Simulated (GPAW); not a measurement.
# Near-edge structure at the As K edge of zinc-blende (GaAs)₁₋ₓ(AlAs)ₓ at x = 0.125

What does the As K edge look like in zinc-blende (GaAs)₁₋ₓ(AlAs)ₓ at x = 0.125?

Method: X-ray absorption from dipole matrix elements to empty bands, plane-wave PAW LDA, in GPAW 26.7.0.

This is a report of a sequence of runs, with most program output left out.

### Step 1. Starting point

The cell holds 16 atoms: 7 Ga, 8 As and 1 Al. Cell: a = 7.996 Å, b = 7.996 Å, c = 7.996 Å, α = 60.0°, β = 60.0°, γ = 60.0°. 16-atom zinc-blende cell, 1 of 8 Ga sites taken by Al at random, lattice constants typed for the ends and interpolated (Vegard).

### Step 2. Relaxation

Bond lengths around the absorber set the edge shape, so the atoms are relaxed before any spectrum.

relax.py

```python
import numpy as np
from ase import Atoms
from ase.parallel import parprint, paropen
from gpaw import GPAW, PW, FermiDirac, Mixer, MixerDif, setup_paths
from ase.optimize import BFGS

atoms = Atoms('GaAsAlAsGaAsGaAsGaAsGaAsGaAsGaAs',
    cell=[[0, 5.654, 5.654],
     [5.654, 0, 5.654],
     [5.654, 5.654, 0]],
    scaled_positions=[[0.000702, 0.000078, 0.999085],
     [0.124931, 0.126037, 0.125643],
     [0.999968, 0.998095, 0.497218],
     [0.125308, 0.124767, 0.62453],
     [0.00081, 0.495465, 0.00056],
     [0.124898, 0.627557, 0.122452],
     [0.001341, 0.495159, 0.495845],
     [0.122701, 0.62567, 0.623153],
     [0.495086, 0.998174, 0.000598],
     [0.625433, 0.122659, 0.12477],
     [0.499364, 0.999235, 0.497915],
     [0.621507, 0.12621, 0.62353],
     [0.499076, 0.503424, 0.997192],
     [0.624301, 0.628352, 0.126994],
     [0.499224, 0.499216, 0.500028],
     [0.625367, 0.623356, 0.621304]],
    pbc=True)
atoms.calc = GPAW(legacy_gpaw=True, mode=PW(400, force_complex_dtype=True), xc='LDA', setups={},
    kpts={'size': (3, 3, 3), 'gamma': True}, occupations=FermiDirac(0.08),
    charge=0, mixer=Mixer(0.1, 5, 50), maxiter=150,
    convergence={'density': 0.0001, 'eigenstates': 1e-6}, txt='relax.txt')
steps = []
opt = BFGS(atoms, logfile='-')
opt.attach(lambda: steps.append([atoms.get_potential_energy(), float(np.linalg.norm(atoms.get_forces(), axis=1).max())]))
done = opt.run(fmax=0.05, steps=30)
out = dict(done=bool(done), steps=steps, frac=atoms.get_scaled_positions().tolist())
import json
with paropen('out.json', 'w') as f:
    json.dump(out, f)
```

Started as:

```sh
$ OMP_NUM_THREADS=1 mpirun -n 4 gpaw python relax.py
```

The job ended after 69 s (4 MPI ranks of AMD EPYC 7B13 (Zen 3), shared host; peak memory 0.32 GiB).

In 4 steps the energy fell by 55 meV (energies extrapolated to zero smearing) and the largest force to 0.037 eV/Å. Atom 14 (As; the text counts from 1, the script from 0) is among those that moved most, by 0.03 Å.

### Step 3. The field without a hole

A plain self-consistent run shows whether there is a gap, which decides the set-up of the core-hole run.

scf.py

```python
import numpy as np
from ase import Atoms
from ase.parallel import parprint, paropen
from gpaw import GPAW, PW, FermiDirac, Mixer, MixerDif, setup_paths
from gpaw.test import gen
setup_paths.insert(0, '.')
gen('As', name='nch1s', xcname='LDA', corehole=(1, 0, 0), write_xml=True)
from gpaw.mpi import world
world.barrier()

atoms = Atoms('GaAsAlAsGaAsGaAsGaAsGaAsGaAsGaAs',
    cell=[[0, 5.654, 5.654],
     [5.654, 0, 5.654],
     [5.654, 5.654, 0]],
    scaled_positions=[[0.9993803, 0.001103, 0.9990915],
     [0.1235515, 0.1246104, 0.1258891],
     [0.9980782, 0.9989401, 0.5003416],
     [0.1247836, 0.1226396, 0.6239758],
     [0.0000781, 0.4998386, 0.9984921],
     [0.1256241, 0.6256683, 0.1220279],
     [0.0007706, 0.4977588, 0.4969955],
     [0.1227185, 0.6242968, 0.623594],
     [0.4984855, 0.0003631, 0.9986491],
     [0.6241997, 0.1256883, 0.122765],
     [0.4998534, 0.9990208, 0.4980101],
     [0.6238359, 0.1242576, 0.6238703],
     [0.5009665, 0.5009744, 0.9983586],
     [0.62487, 0.6250188, 0.1251995],
     [0.4973167, 0.4994009, 0.5005125],
     [0.6255046, 0.623915, 0.62304]],
    pbc=True)
atoms.calc = calc = GPAW(legacy_gpaw=True, mode=PW(400, force_complex_dtype=True), xc='LDA', setups={1: 'nch1s'},
    kpts={'size': (3, 3, 3), 'gamma': True}, occupations=FermiDirac(0.05),
    charge=0, mixer=Mixer(0.1, 5, 50), maxiter=150,
    convergence={'density': 0.0001, 'eigenstates': 1e-6}, txt='scf.txt')
energy = atoms.get_potential_energy() + calc.get_reference_energy()
ef = calc.get_fermi_level()
out = dict(energy=energy, fermi=ef, forces=atoms.get_forces().tolist())
parprint(f'all-electron energy {energy:.4f} eV, Fermi level {ef:.4f} eV')
ev = np.array([[calc.get_eigenvalues(k, s) for k in range(len(calc.get_ibz_k_points()))] for s in range(calc.get_number_of_spins())])
out['homo'], out['lumo'], out['counts'] = ev[ev < ef].max(), ev[ev > ef].min(), sorted(set((ev < ef).sum((0, 2)).tolist()))
out['filled'] = (ev[:, 0] < ef).sum(1).tolist()
import json
with paropen('out.json', 'w') as f:
    json.dump(out, f)
```

Started as:

```sh
$ OMP_NUM_THREADS=1 mpirun -n 4 gpaw python scf.py
```

Elapsed: 28 s, on 4 MPI ranks; peak memory 0.32 GiB; 1.8 min of CPU time.

The mesh shows a gap of 0.49 eV. The excited electron is kept all the same, so that all members of the series, with or without a gap, are treated alike.

### Step 4. Cell without a hole, the energy reference

The photon energy needs a difference of total energies, so the cell and mesh of the coming hole run are first run without a hole.

scf.py: that of step 3 with these lines changed.

```diff
@@ -32,3 +32,3 @@
 atoms.calc = calc = GPAW(legacy_gpaw=True, mode=PW(400, force_complex_dtype=True), xc='LDA', setups={1: 'nch1s'},
-    kpts={'size': (3, 3, 3), 'gamma': True}, occupations=FermiDirac(0.05),
+    kpts={'size': (3, 3, 3), 'gamma': True}, occupations=FermiDirac(0.02),
     charge=0, mixer=Mixer(0.1, 5, 50), maxiter=150,
```

The job ended after 29 s (4 MPI ranks; peak memory 0.32 GiB).

Reference energy: -867671.653 eV with the cores included.

### Step 5. Spectrum with XCH, As atom 2

The holes are 8.0 Å apart. In GPAW the data set carries the hole's charge, so charge=0 means a charged cell and charge=-1 a neutral one. The excited electron is kept in the cell, where it fills the lowest empty states and screens the hole. After the field has converged, empty bands are computed with the density fixed and the dipole matrix elements are summed.

The absorber has 1 Al at 2.44 Å and 3 Ga at 2.44 Å (tetrahedral).

xas.py

```python
import numpy as np
from ase import Atoms
from ase.parallel import parprint, paropen
from gpaw import GPAW, PW, FermiDirac, Mixer, MixerDif, setup_paths
from gpaw.test import gen
setup_paths.insert(0, '.')
gen('As', name='fch1s', xcname='LDA', corehole=(1, 0, 1), write_xml=True)
from gpaw.mpi import world
world.barrier()

atoms = Atoms('GaAsAlAsGaAsGaAsGaAsGaAsGaAsGaAs',
    cell=[[0, 5.654, 5.654],
     [5.654, 0, 5.654],
     [5.654, 5.654, 0]],
    scaled_positions=[[0.9993803, 0.001103, 0.9990915],
     [0.1235515, 0.1246104, 0.1258891],
     [0.9980782, 0.9989401, 0.5003416],
     [0.1247836, 0.1226396, 0.6239758],
     [0.0000781, 0.4998386, 0.9984921],
     [0.1256241, 0.6256683, 0.1220279],
     [0.0007706, 0.4977588, 0.4969955],
     [0.1227185, 0.6242968, 0.623594],
     [0.4984855, 0.0003631, 0.9986491],
     [0.6241997, 0.1256883, 0.122765],
     [0.4998534, 0.9990208, 0.4980101],
     [0.6238359, 0.1242576, 0.6238703],
     [0.5009665, 0.5009744, 0.9983586],
     [0.62487, 0.6250188, 0.1251995],
     [0.4973167, 0.4994009, 0.5005125],
     [0.6255046, 0.623915, 0.62304]],
    pbc=True)
atoms.calc = calc = GPAW(legacy_gpaw=True, mode=PW(400, force_complex_dtype=True), xc='LDA', setups={1: 'fch1s'},
    kpts={'size': (3, 3, 3), 'gamma': True}, occupations=FermiDirac(0.04),
    charge=-1, mixer=Mixer(0.1, 5, 50), maxiter=150,
    convergence={'density': 0.0001, 'eigenstates': 1e-6}, txt='scf.txt')
energy = atoms.get_potential_energy() + calc.get_reference_energy()
ef = calc.get_fermi_level()
out = dict(energy=energy, fermi=ef, forces=atoms.get_forces().tolist())
parprint(f'all-electron energy {energy:.4f} eV, Fermi level {ef:.4f} eV')
ev = np.array([[calc.get_eigenvalues(k, s) for k in range(len(calc.get_ibz_k_points()))] for s in range(calc.get_number_of_spins())])
out['homo'], out['lumo'], out['counts'] = ev[ev < ef].max(), ev[ev > ef].min(), sorted(set((ev < ef).sum((0, 2)).tolist()))
out['filled'] = (ev[:, 0] < ef).sum(1).tolist()

from ase.units import Ha
from gpaw.xas import dipole_matrix_elements
nb = int(calc.get_number_of_electrons() / 2) + 185
top, nb = nb, nb + 8 + nb // 12
nscf = calc.fixed_density(kpts={'size': (4, 4, 4), 'gamma': True}, nbands=nb,
    convergence={'bands': top, 'eigenstates': 5e-3}, maxiter=60, txt='nscf.txt')
cell = atoms.cell.array
ops = [cell.T @ U.T @ np.linalg.inv(cell.T) for U in nscf.wfs.kd.symmetry.op_scc]
filled = [32]  # bands filled in the ground state, by spin
E = np.arange(-6, 30, 0.1)
fwhm = np.interp(E, [4, 25], [2.14, 3.5])
Y, X, zero, highest = 0, 0, 1e9, 1e9
for spin in range(nscf.get_number_of_spins()):
    wfs = nscf.wfs
    mine = wfs.bd.get_slice()  # this rank's bands
    A = dipole_matrix_elements(wfs.setups[1])
    eps = np.zeros((wfs.kd.nibzkpts, nb))
    d = np.zeros((3, A.shape[1], wfs.kd.nibzkpts, nb), complex)
    for kpt in wfs.kpt_u:
        if kpt.s == spin and 1 in kpt.P_ani:
            eps[kpt.k, mine] = kpt.eps_n * Ha
            d[:, :, kpt.k, mine] = (kpt.weight * wfs.nspins / 2) ** 0.5 * np.inner(A, kpt.P_ani[1])
    world.sum(eps)
    world.sum(d)
    T = np.einsum('amkn,bmkn->abkn', d, d.conj()).real
    T = sum(np.einsum('ai,ijkn,bj->abkn', R, T, R) for R in ops) / len(ops)
    empty = np.ones_like(eps, bool) & (np.arange(nb) >= filled[spin])
    zero, highest = min(zero, eps[empty].min()), min(highest, eps[:, top - 1].min())
    lines = [(eps, T, empty)] if spin == 0 else lines + [(eps, T, empty)]
for eps, T, empty in lines:
    f = np.einsum('aakn->akn', T).reshape(3, -1)
    x = eps.ravel() - zero
    w = np.interp(x, E, fwhm) / 2.35482
    g = np.exp(-0.5 * ((E[:, None] - x) / w) ** 2) / (w * (2 * np.pi) ** 0.5)
    Y = Y + (f * empty.ravel()) @ g.T
    X = X + (f * ~empty.ravel()) @ g.T
out.update(E=E.round(2).tolist(), xas=Y.tolist(), xes=X.tolist(), zero=zero, valid=highest - zero, nk=len(eps), nb=nb)
for i in range(0, len(E), 10):
    parprint(f'{E[i]:7.2f}', *(f'{v:10.3e}' for v in Y[:, i]))
import json
with paropen('out.json', 'w') as f:
    json.dump(out, f)
```

Started as:

```sh
$ OMP_NUM_THREADS=1 mpirun -n 4 gpaw python xas.py
```

The job ended after 3.2 min (4 MPI ranks; peak memory 0.72 GiB; 13 min of CPU time).

The As K spectrum, As atom 2, excited-electron core hole (neutral cell) (energy from the bottom of the conduction band, which holds the excited electron; intensity scaled to a mean of 1 over the first 20 eV):

```csv
E (eV),intensity
-2.00,0.00
-1.25,0.01
-0.50,0.07
0.25,0.28
1.00,0.66
1.75,1.02
2.50,1.14
3.25,1.22
4.00,1.42
4.75,1.50
5.50,1.36
6.25,1.29
7.00,1.34
7.75,1.32
8.50,1.22
9.25,1.11
10.00,0.97
10.75,0.85
11.50,0.80
12.25,0.83
13.00,0.86
13.75,0.86
14.50,0.81
15.25,0.75
16.00,0.74
16.75,0.80
17.50,0.88
18.25,0.93
19.00,0.91
19.75,0.88
20.50,0.88
21.25,0.90
22.00,0.89
22.75,0.87
23.50,0.87
24.25,0.93
25.00,1.01
25.75,1.05
26.50,1.00
27.25,0.88
```

Main maxima below 27 eV (height): 4.6 eV (1.51), 7.2 eV (1.34), 13.4 eV (0.86), 18.4 eV (0.93) and 25.8 eV (1.05). A K edge sees empty p states on the absorber.

The energy difference (zero at 11881 eV) isn't read as a photon energy: for so heavy an absorber the terms left out (the hole's spin, the functional's error) amount to tens of eV or more.

### Step 6. Cell without a hole, the energy reference

The absorbing element, whose data set is made anew, changes for the next run, so it gets a reference energy of its own.

scf.py: that of step 4 with these lines changed.

```diff
@@ -6,3 +6,3 @@
 setup_paths.insert(0, '.')
-gen('As', name='nch1s', xcname='LDA', corehole=(1, 0, 0), write_xml=True)
+gen('Ga', name='nch1s', xcname='LDA', corehole=(1, 0, 0), write_xml=True)
 from gpaw.mpi import world
@@ -31,3 +31,3 @@
     pbc=True)
-atoms.calc = calc = GPAW(legacy_gpaw=True, mode=PW(400, force_complex_dtype=True), xc='LDA', setups={1: 'nch1s'},
+atoms.calc = calc = GPAW(legacy_gpaw=True, mode=PW(400, force_complex_dtype=True), xc='LDA', setups={0: 'nch1s'},
     kpts={'size': (3, 3, 3), 'gamma': True}, occupations=FermiDirac(0.02),
```

Started as:

```sh
$ OMP_NUM_THREADS=1 mpirun -n 4 gpaw python scf.py
```

Elapsed: 28 s, on 4 MPI ranks; peak memory 0.32 GiB.

Reference energy: -867671.653 eV with the cores included.

### Step 7. Spectrum with XCH, Ga atom 1

The holes are 8.0 Å apart. The excited electron is kept in the cell, where it fills the lowest empty states and screens the hole. After the field has converged, empty bands are computed with the density fixed and the dipole matrix elements are summed.

The absorber has 4 As at 2.44 Å (tetrahedral).

xas.py: that of step 5 with these lines changed.

```diff
@@ -6,3 +6,3 @@
 setup_paths.insert(0, '.')
-gen('As', name='fch1s', xcname='LDA', corehole=(1, 0, 1), write_xml=True)
+gen('Ga', name='fch1s', xcname='LDA', corehole=(1, 0, 1), write_xml=True)
 from gpaw.mpi import world
@@ -31,3 +31,3 @@
     pbc=True)
-atoms.calc = calc = GPAW(legacy_gpaw=True, mode=PW(400, force_complex_dtype=True), xc='LDA', setups={1: 'fch1s'},
+atoms.calc = calc = GPAW(legacy_gpaw=True, mode=PW(400, force_complex_dtype=True), xc='LDA', setups={0: 'fch1s'},
     kpts={'size': (3, 3, 3), 'gamma': True}, occupations=FermiDirac(0.04),
@@ -53,3 +53,3 @@
 E = np.arange(-6, 30, 0.1)
-fwhm = np.interp(E, [4, 25], [2.14, 3.5])
+fwhm = np.interp(E, [4, 25], [1.82, 3.5])
 Y, X, zero, highest = 0, 0, 1e9, 1e9
@@ -58,3 +58,3 @@
     mine = wfs.bd.get_slice()  # this rank's bands
-    A = dipole_matrix_elements(wfs.setups[1])
+    A = dipole_matrix_elements(wfs.setups[0])
     eps = np.zeros((wfs.kd.nibzkpts, nb))
@@ -62,5 +62,5 @@
     for kpt in wfs.kpt_u:
-        if kpt.s == spin and 1 in kpt.P_ani:
+        if kpt.s == spin and 0 in kpt.P_ani:
             eps[kpt.k, mine] = kpt.eps_n * Ha
-            d[:, :, kpt.k, mine] = (kpt.weight * wfs.nspins / 2) ** 0.5 * np.inner(A, kpt.P_ani[1])
+            d[:, :, kpt.k, mine] = (kpt.weight * wfs.nspins / 2) ** 0.5 * np.inner(A, kpt.P_ani[0])
     world.sum(eps)
```

Started as:

```sh
$ OMP_NUM_THREADS=1 mpirun -n 4 gpaw python xas.py
```

Elapsed: 3.2 min, on 4 MPI ranks; peak memory 0.72 GiB; 13 min of CPU time.

The Ga K spectrum, Ga atom 1, excited-electron core hole (neutral cell) (energy from the bottom of the conduction band, which holds the excited electron; intensity scaled to a mean of 1 over the first 20 eV):

```
E (eV)  isotropic  ε ∥ x  ε ∥ z
 -2.00       0.00   0.00   0.00
 -1.25       0.00   0.00   0.00
 -0.50       0.03   0.03   0.03
  0.25       0.17   0.17   0.17
  1.00       0.46   0.46   0.47
  1.75       0.85   0.83   0.87
  2.50       1.19   1.17   1.23
  3.25       1.52   1.50   1.56
  4.00       1.85   1.86   1.82
  4.75       1.79   1.83   1.72
  5.50       1.40   1.42   1.35
  6.25       1.11   1.11   1.10
  7.00       1.03   1.02   1.05
  7.75       0.99   0.97   1.03
  8.50       0.91   0.89   0.96
  9.25       0.89   0.87   0.93
 10.00       0.95   0.94   0.96
 10.75       1.07   1.08   1.07
 11.50       1.22   1.23   1.19
 12.25       1.26   1.27   1.25
 13.00       1.16   1.16   1.15
 13.75       0.98   0.98   0.97
 14.50       0.81   0.81   0.80
 15.25       0.69   0.70   0.68
 16.00       0.65   0.65   0.63
 16.75       0.67   0.68   0.65
 17.50       0.74   0.75   0.71
 18.25       0.79   0.79   0.78
 19.00       0.79   0.78   0.79
 19.75       0.76   0.75   0.77
 20.50       0.73   0.73   0.74
 21.25       0.73   0.73   0.73
 22.00       0.73   0.73   0.73
 22.75       0.72   0.72   0.72
 23.50       0.71   0.71   0.71
 24.25       0.70   0.70   0.70
 25.00       0.70   0.70   0.70
 25.75       0.71   0.71   0.71
 26.50       0.73   0.73   0.74
 27.25       0.76   0.76   0.76
```

Main maxima below 27 eV (height): 4.2 eV (1.89), 12.2 eV (1.26) and 18.6 eV (0.79). 

The energy difference (zero at 10381 eV) isn't read as a photon energy: for so heavy an absorber the terms left out (the hole's spin, the functional's error) amount to tens of eV or more.

### Step 8. Outcome

```yaml
absorber_and_edge: As K, atom 2 of the ground-state input (counted from 1)
surroundings: 1 Al at 2.44 Å and 3 Ga at 2.44 Å (tetrahedral)
highest_intensity_below_24_ev: 4.6 eV above the zero, height 1.51
```

**Reading.** The As K edge of atom 2, with 1 Al at 2.44 Å and 3 Ga at 2.44 Å (tetrahedral), has its highest intensity of the first 24 eV at 4.6 eV above the zero, 1.5 times the mean level of the first 20 eV (Gaussian full width 2.14 eV up to 4 eV, rising linearly to 3.5 eV at 25 eV). The script folds with a Gaussian, whereas the core hole's own line is a Lorentzian, so the onset is too steep and the first peak too high.

[Logs are printed without paths, hosts, clocks, repeated set-up lines and the standing remarks that a program may print on its own settings, such as how far it seeks lower states.]

[Hosts, paths, dates, database ids (printed as entryN), source tags and the programs' standing remarks are cut or masked in the printed files.]

[Lists of maxima count a maximum above −3 eV only where it reaches 4 % of the highest in the window and stands out from its surroundings by 2 % of it (1.5 % where it reaches 55 %); shoulders and weaker maxima are passed over, and of the rest the first, up to two pre-edge ones and the few strongest are named.]
